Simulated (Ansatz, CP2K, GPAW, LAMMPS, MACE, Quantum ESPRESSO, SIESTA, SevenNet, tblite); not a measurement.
# Quantum ESPRESSO runs on glassy 48SiO2-36B2O3-8MgO-8CaO (mol %) (89 atoms)

Wanted: Quantum ESPRESSO inputs and outputs for glassy 48SiO2-36B2O3-8MgO-8CaO (mol %) (89 atoms), checked against a plane-wave reference.

Program: Quantum ESPRESSO 7.5. Level of theory: the method is named at each step. Results are calculated unless marked as measured.

## 1. Set-up

The cell holds 89 atoms: 12 Si, 18 B, 2 Mg, 2 Ca and 55 O. Its edges and angles: a = 10.205 Å, b = 10.205 Å, c = 10.205 Å, α = 90.0°, β = 90.0°, γ = 90.0°. 89 atoms (12 Si, 18 B, 2 Mg, 2 Ca, 55 O) placed at random at 2.19 g/cm³, melted at 3000 K for 20 ps at fixed volume with the Buckingham and Coulomb pair potential of Guillot and Sator (Geochim. Cosmochim. Acta 71, 1249 (2007)) with the boron terms of Wang et al. (J. Non-Cryst. Solids 498, 294 (2018)). Quenched from 3000 K to 300 K at 50 K/ps and fixed volume, held 10 ps at zero pressure.

The yardstick, on the same geometry:

* method: Kohn-Sham DFT, PBE, PAW, plane waves (Ansatz 0.2.0); cutoff 420 eV, Γ point, fermi-dirac smearing of 0.05 eV; PAW set soft_2
* r.m.s. force component: 1.256 eV/Å
* longest force: 6.213 eV/Å
* pressure: -1.643 GPa
* gap (highest filled to lowest empty level): 2.833 eV
* SCF cycles: 9
* time: 15 s on 4 threads of Arm Neoverse V1, shared host
* CPU time: 55 s

## 2. PBE, sssp-1.3.0-efficiency, 60/480 Ry

Method: Kohn-Sham DFT, PBE, SSSP efficiency 1.3.0 pseudopotentials, plane waves.

File pw.in:

```
&control
  calculation = 'scf'
  pseudo_dir = './pseudo'
  outdir = './tmp'
  disk_io = 'none'
  tprnfor = .true.
  tstress = .true.
/
&system
  ibrav = 0
  nat = 89
  ntyp = 5
  ecutwfc = 60
  ecutrho = 480
  nosym = .true.
  occupations = 'smearing'
  smearing = 'fd'
  degauss = 0.003675
/
&electrons
  conv_thr = 4.5e-07
  electron_maxstep = 100
  mixing_beta = 0.4
  mixing_mode = 'plain'
  diagonalization = 'david'
/
ATOMIC_SPECIES
Si 28.085 Si.upf
B 10.810 B.upf
Mg 24.305 Mg.upf
Ca 40.078 Ca.upf
O 15.999 O.upf
CELL_PARAMETERS angstrom
10.20454 0.00000 0.00000
0.00000 10.20454 0.00000
0.00000 0.00000 10.20454
ATOMIC_POSITIONS crystal
Si 0.22573 0.49602 0.24798
Si 0.85800 0.01926 0.84136
Si 0.39062 0.12695 0.13272
Si 0.54053 0.89427 0.69850
Si 0.24265 0.99210 0.73542
Si 0.50898 0.86822 0.00359
Si 0.85767 0.32068 0.15608
Si 0.90566 0.42952 0.61395
Si 0.84208 0.61082 0.23906
Si 0.53361 0.22461 0.39856
Si 0.38309 0.25003 0.67341
Si 0.00373 0.65844 0.50555
B 0.59120 0.76176 0.26293
B 0.68845 0.99518 0.33870
B 0.20454 0.03983 0.30505
B 0.07155 0.35611 0.95314
B 0.86544 0.87578 0.61908
B 0.17748 0.88058 0.50524
B 0.41392 0.48754 0.79830
B 0.06105 0.26515 0.31909
B 0.81005 0.06555 0.11664
B 0.07130 0.70818 0.11892
B 0.52319 0.64968 0.62101
B 0.76744 0.50320 0.85398
B 0.39404 0.64936 0.40542
B 0.23671 0.85940 0.97794
B 0.32793 0.39427 0.02243
B 0.66484 0.45345 0.47660
B 0.00135 0.22558 0.73500
B 0.63615 0.14997 0.70330
Mg 0.81735 0.16709 0.49534
Mg 0.77266 0.70010 0.72814
Ca 0.58323 0.22839 0.97751
Ca 0.58578 0.56050 0.07688
O 0.59286 0.55009 0.54449
O 0.94778 0.27746 0.62139
O 0.34567 0.44488 0.15260
O 0.60441 0.36895 0.38538
O 0.26713 0.14903 0.71436
O 0.94630 0.62018 0.36068
O 0.41256 0.69077 0.53842
O 0.49490 0.02250 0.06581
O 0.14704 0.93808 0.62300
O 0.23716 0.94899 0.40207
O 0.80319 0.44231 0.49196
O 0.26268 0.04881 0.18116
O 0.57519 0.88656 0.86161
O 0.12892 0.75391 0.48464
O 0.71790 0.40218 0.92902
O 0.21132 0.95728 0.88708
O 0.58486 0.79302 0.12299
O 0.78675 0.00478 0.23577
O 0.35899 0.40306 0.70810
O 0.29832 0.55872 0.37944
O 0.76737 0.19888 0.10759
O 0.85298 0.97782 0.53012
[... 29 atom lines left out ...]
O 0.60532 0.02613 0.63660
O 0.51477 0.20373 0.75731
O 0.93810 0.68556 0.12028
O 0.84952 0.88150 0.75413
K_POINTS gamma
```

On the command line:

```sh
$ OMP_NUM_THREADS=1 mpirun -np 4 pw.x -in pw.in > output.txt
```

Output:

```text
Program PWSCF
     gamma-point specific algorithms are used
     one sub-group per band group will be used
     scalapack distributed-memory algorithm (size of sub-group:  2*  2 procs)
     Parallelization info
     sticks:   dense  smooth     PW     G-vecs:    dense   smooth      PW
     Min        3555    1780    444               318484   112531   14063
     Max        3558    1784    446               318490   112532   14066
     Sum       14225    7129   1781              1273943   450127   56259
     bravais-lattice index     =            0
     lattice parameter (alat)  =      19.2838  a.u.
     unit-cell volume          =    7170.9534 (a.u.)^3
     number of atoms/cell      =           89
     number of atomic types    =            5
     number of electrons       =       456.00
     number of Kohn-Sham states=          274
     kinetic-energy cutoff     =      60.0000  Ry
     charge density cutoff     =     480.0000  Ry
     scf convergence threshold =      4.5E-07
     mixing beta               =       0.4000
     number of iterations used =            8  plain     mixing
     Exchange-correlation= SLA  PW   PBX  PBC
                           (   1   4   3   4   0   0   0)
     crystal axes: (cart. coord. in units of alat)
               a(1) = (   1.000000   0.000000   0.000000 )
               a(2) = (   0.000000   1.000000   0.000000 )
               a(3) = (   0.000000   0.000000   1.000000 )
     reciprocal axes: (cart. coord. in units 2 pi/alat)
               b(1) = (  1.000000  0.000000  0.000000 )
               b(2) = (  0.000000  1.000000  0.000000 )
               b(3) = (  0.000000  0.000000  1.000000 )
     PseudoPot. # 1 for Si:
     Pseudo is Ultrasoft + core correction, Zval =  4.0
     PseudoPot. # 2 for B :
     Pseudo is Ultrasoft + core correction, Zval =  3.0
     PseudoPot. # 3 for Mg:
     Pseudo is Projector augmented-wave + core cor, Zval =  2.0
     PseudoPot. # 4 for Ca:
     Pseudo is Ultrasoft + core correction, Zval = 10.0
     PseudoPot. # 5 for O :
     Pseudo is Projector augmented-wave + core cor, Zval =  6.0
     atomic species   valence    mass     pseudopotential
     Si                4.00    28.08500     Si( 1.00)
     B                 3.00    10.81000     B ( 1.00)
     Mg                2.00    24.30500     Mg( 1.00)
     Ca               10.00    40.07800     Ca( 1.00)
     O                 6.00    15.99900     O ( 1.00)
     No symmetry found
   Cartesian axes
     number of k points=     1  Fermi-Dirac smearing, width (Ry)=  0.0037
                       cart. coord. in units 2pi/alat
        k(    1) = (   0.0000000   0.0000000   0.0000000), wk =   2.0000000
     Dense  grid:   636972 G-vectors     FFT dimensions: ( 135, 135, 135)
     Smooth grid:   225064 G-vectors     FFT dimensions: (  96,  96,  96)
     Initial potential from superposition of free atoms
     starting charge     455.9754, renormalised to     456.0000
     Starting wfcs are  368 randomized atomic wfcs
     Self-consistent Calculation
     iteration #  1     ecut=    60.00 Ry     beta= 0.40
     total energy              =   -2764.55371949 Ry
     estimated scf accuracy    <      19.15239806 Ry
     iteration #  2     ecut=    60.00 Ry     beta= 0.40
     total energy              =   -2768.83608352 Ry
     estimated scf accuracy    <       0.78154717 Ry
     iteration #  3     ecut=    60.00 Ry     beta= 0.40
     total energy              =   -2768.87656084 Ry
     estimated scf accuracy    <       0.32784118 Ry
     iteration #  4     ecut=    60.00 Ry     beta= 0.40
     total energy              =   -2768.90867016 Ry
     estimated scf accuracy    <       0.05098151 Ry
     iteration #  5     ecut=    60.00 Ry     beta= 0.40
     total energy              =   -2768.90875801 Ry
     estimated scf accuracy    <       0.01556028 Ry
     iteration #  6     ecut=    60.00 Ry     beta= 0.40
     total energy              =   -2768.90944695 Ry
     estimated scf accuracy    <       0.00197633 Ry
     iteration #  7     ecut=    60.00 Ry     beta= 0.40
     total energy              =   -2768.91075082 Ry
     estimated scf accuracy    <       0.00065259 Ry
     iteration #  8     ecut=    60.00 Ry     beta= 0.40
     total energy              =   -2768.91079637 Ry
     estimated scf accuracy    <       0.00006177 Ry
     iteration #  9     ecut=    60.00 Ry     beta= 0.40
     total energy              =   -2768.91082544 Ry
     estimated scf accuracy    <       0.00001110 Ry
     iteration # 10     ecut=    60.00 Ry     beta= 0.40
     total energy              =   -2768.91082707 Ry
     estimated scf accuracy    <       0.00000059 Ry
     iteration # 11     ecut=    60.00 Ry     beta= 0.40
     total energy              =   -2768.91082738 Ry
     estimated scf accuracy    <       0.00000055 Ry
     iteration # 12     ecut=    60.00 Ry     beta= 0.40
     End of self-consistent calculation
          k = 0.0000 0.0000 0.0000 ( 28130 PWs)   bands (ev):
   -36.3077 -35.4904 -18.1904 -17.9810 -17.8800 -17.6141 -17.5615 -17.5423
   -17.3688 -17.2811 -17.2585 -17.2284 -17.1748 -16.9682 -16.9176 -16.8647
   -16.8399 -16.7631 -16.7405 -16.7176 -16.6037 -16.5834 -16.5448 -16.4236
   -16.3780 -16.3141 -16.2478 -16.1945 -16.1404 -16.1100 -16.0408 -16.0223
   -15.8722 -15.8149 -15.7810 -15.7398 -15.6537 -15.5926 -15.4887 -15.4451
   -15.3636 -15.3367 -15.2982 -15.2658 -15.1997 -15.0798 -15.0555 -14.9556
   -14.8782 -14.7519 -14.6776 -14.6449 -14.6241 -14.4516 -14.1627 -14.1076
   -14.0519 -13.7022 -13.5744 -13.4167 -13.3845 -12.8418 -11.6485  -7.2811
    -7.0727  -6.8697  -6.8526  -6.7227  -6.4922  -6.4240  -6.1598  -6.1100
    -5.9409  -5.7466  -5.7183  -5.5390  -5.3664  -5.3391  -5.2335  -5.1659
    -4.9674  -4.8056  -4.7720  -4.7060  -4.6321  -4.4908  -4.3398  -4.3178
    -4.2180  -4.1628  -4.0628  -4.0317  -3.9458  -3.9132  -3.8465  -3.7853
[...]
8.4632   8.4975   8.6297   8.7370   8.8618   8.9040   8.9760   9.1255
     9.1730   9.2263   9.3784   9.4358   9.4603   9.6296   9.6720   9.7286
     9.8062   9.8291   9.9557   9.9868  10.0478  10.1450  10.2710  10.3210
    10.3709  10.4144  10.4348  10.5072  10.6105  10.6955  10.7911  10.8144
    10.8947  11.0115  11.1200  11.1323  11.2122  11.2490  11.3817  11.4034
    11.5536  11.5980
     the Fermi energy is     5.9848 ev
!    total energy              =   -2768.91082746 Ry
     estimated scf accuracy    <       0.00000003 Ry
     smearing contrib. (-TS)   =      -0.00000000 Ry
     internal energy E=F+TS    =   -2768.91082746 Ry
     The total energy is F=E-TS. E is the sum of the following terms:
     one-electron contribution =   -1270.10186137 Ry
     hartree contribution      =     870.96283054 Ry
     xc contribution           =    -570.68681909 Ry
     ewald contribution        =   -1214.13580457 Ry
     one-center paw contrib.   =    -584.94917298 Ry
     convergence has been achieved in  12 iterations
     Forces acting on atoms (cartesian axes, Ry/au):
     atom    1 type  1   force =     0.06894199    0.06063839   -0.00553511
     atom    2 type  1   force =    -0.14978855    0.09706914    0.00131808
     atom    3 type  1   force =    -0.04103747    0.01763672    0.03312016
     atom    4 type  1   force =    -0.03881147    0.15051912    0.06012408
     atom    5 type  1   force =     0.12853793   -0.01559854   -0.01206657
     atom    6 type  1   force =     0.01941880    0.05497793    0.02966802
     atom    7 type  1   force =     0.10968694    0.00756614   -0.08760392
     atom    8 type  1   force =    -0.07044636    0.03872312   -0.01418025
     atom    9 type  1   force =     0.11038892    0.12094347    0.00374877
     atom   10 type  1   force =     0.04241034    0.00569128    0.03029795
     atom   11 type  1   force =     0.11433549   -0.01991076   -0.03006874
     atom   12 type  1   force =     0.00261126    0.04438504   -0.06440217
[...]
atom   85 type  5   force =    -0.04194037   -0.04822833   -0.01839329
     atom   86 type  5   force =    -0.01731414   -0.07028928    0.00609205
     atom   87 type  5   force =    -0.04128431    0.02112901    0.04937905
     atom   88 type  5   force =    -0.04417397    0.01236818    0.03345439
     atom   89 type  5   force =     0.01383810   -0.00067076    0.05331932
     Total force =     0.801508     Total SCF correction =     0.000289
     Computing stress (Cartesian axis) and pressure
          total   stress  (Ry/bohr**3)                   (kbar)     P=      -19.00
  -0.00005665   0.00000902   0.00008794           -8.33        1.33       12.94
   0.00000902  -0.00008902   0.00011865            1.33      -13.10       17.45
   0.00008794   0.00011865  -0.00024186           12.94       17.45      -35.58
     Message from routine punch:
     Nothing written, as per user request (disk_io='none')
```

The job ended after 2.7 min (4 MPI ranks of Arm Neoverse V1, shared host; peak memory 3 GiB).

Banners, paths, timers and routine set-up lines are dropped from the logs unmarked, and long logs keep their key lines alone; longer cuts are marked.

Compared with the plane-wave run:

```
r.m.s. force component                           : 1.261 eV/Å
r.m.s. difference of force components            : 33.54 meV/Å
longest difference of force vectors              : 128.7 meV/Å
force difference over r.m.s. force               : 2.67 %
slope of forces against the reference's          : 1.004
correlation of force components                  : 0.9997
gap (highest filled to lowest empty level) : 2.818 eV
gap difference                                   : -0.0158 eV
pressure                                         : -1.9 GPa
pressure difference                              : -0.2574 GPa
```

Length of the force difference by element (eV/Å):

```tsv
element	atoms	mean	most
B	18	0.019	0.038
Ca	2	0.009	0.012
Mg	2	0.042	0.047
O	55	0.063	0.13
Si	12	0.033	0.054
```

Levels nearest the highest filled one (eV from it): -1.79, -1.68, -1.64, -1.59, -1.46, -1.34, -1.18, -1.16, -0.99, -0.71, -0.33, 0.00, 2.82, 3.32, 3.54, 3.85, 3.98, 4.01, 4.14, 4.25, 4.38, 4.42, 4.49, 4.64.

Local excerpt of 10 atoms (numbers count through the whole input) about B13, which has 4 bonded neighbours where the commonest count for B is 3; x, y, z are measured from there.

```tsv
atom	x	y	z	distance (Å)	bonds	Fx	Fy	Fz (eV/Å)
B13	0.00	0.00	0.00	0.00	4	-0.23	1.82	2.16
O68	-1.24	-0.63	0.41	1.45	2	-0.12	-0.89	-0.37
O51	-0.06	0.32	-1.43	1.46	3	-0.07	-0.49	-2.00
O67	1.15	-0.92	0.18	1.48	3	-0.06	-0.55	-0.86
O66	0.20	1.24	0.83	1.51	2	0.99	1.25	-0.15
B14	0.99	2.38	0.77	2.69	3	-1.14	-2.68	-2.57
B25	-2.01	-1.15	1.45	2.73	3	1.60	1.14	1.61
Ca34	-0.06	-2.05	-1.90	2.80	7	0.09	0.09	-0.89
Si6	-0.84	1.09	-2.65	2.98	4	0.50	1.41	0.76
Si9	2.56	-1.54	-0.24	3.00	4	2.84	3.11	0.10
```

Forces lie 2.7 % from the reference's, at 12 times its CPU time.

## 3. Summary of results

```json
{"force difference from the reference": "QE PBE, sssp-1.3.0-efficiency, 60/480 Ry, 2.7 %", "its CPU time": "11 min"}
```

PBE on plane waves or a grid with other potentials, cutoffs or grids differs from the reference by 2.7 % (QE PBE, sssp-1.3.0-efficiency, 60/480 Ry) of the r.m.s. force; this holds the reference's own error, so differences of a few per cent don't tell which side is nearer the exact PBE result (QE's 60 Ry are 816 eV, against the reference's 420 eV). At the same functional, the gap of QE PBE, sssp-1.3.0-efficiency, 60/480 Ry lies 0.02 eV below the reference's 2.83 eV. The potentials hold different valence shells: 472 electrons in the reference, 456 in Quantum ESPRESSO with SSSP; this bears on time and differences. The quench rate of 50 K/ps is many orders above laboratory rates, so the cell is likely richer in defects and strain than a real sample. The network of bonds at the start is that of the classical potential that made the cell, and needn't be the one that DFT or experiment would give. The electronic-structure runs sample only Γ, in a cell whose shortest periodic width is 10 Å.

[Also dropped from logs without a mark: logging warnings of Python, and SIESTA's first energy breakdown and zero terms.]

[Logs are printed without paths, hosts, clocks, repeated set-up lines and the standing remarks that a program may print on its own settings, such as how far it seeks lower states.]

[Hosts, paths, dates, database ids (printed as entryN), source tags and the programs' standing remarks are cut or masked in the printed files.]
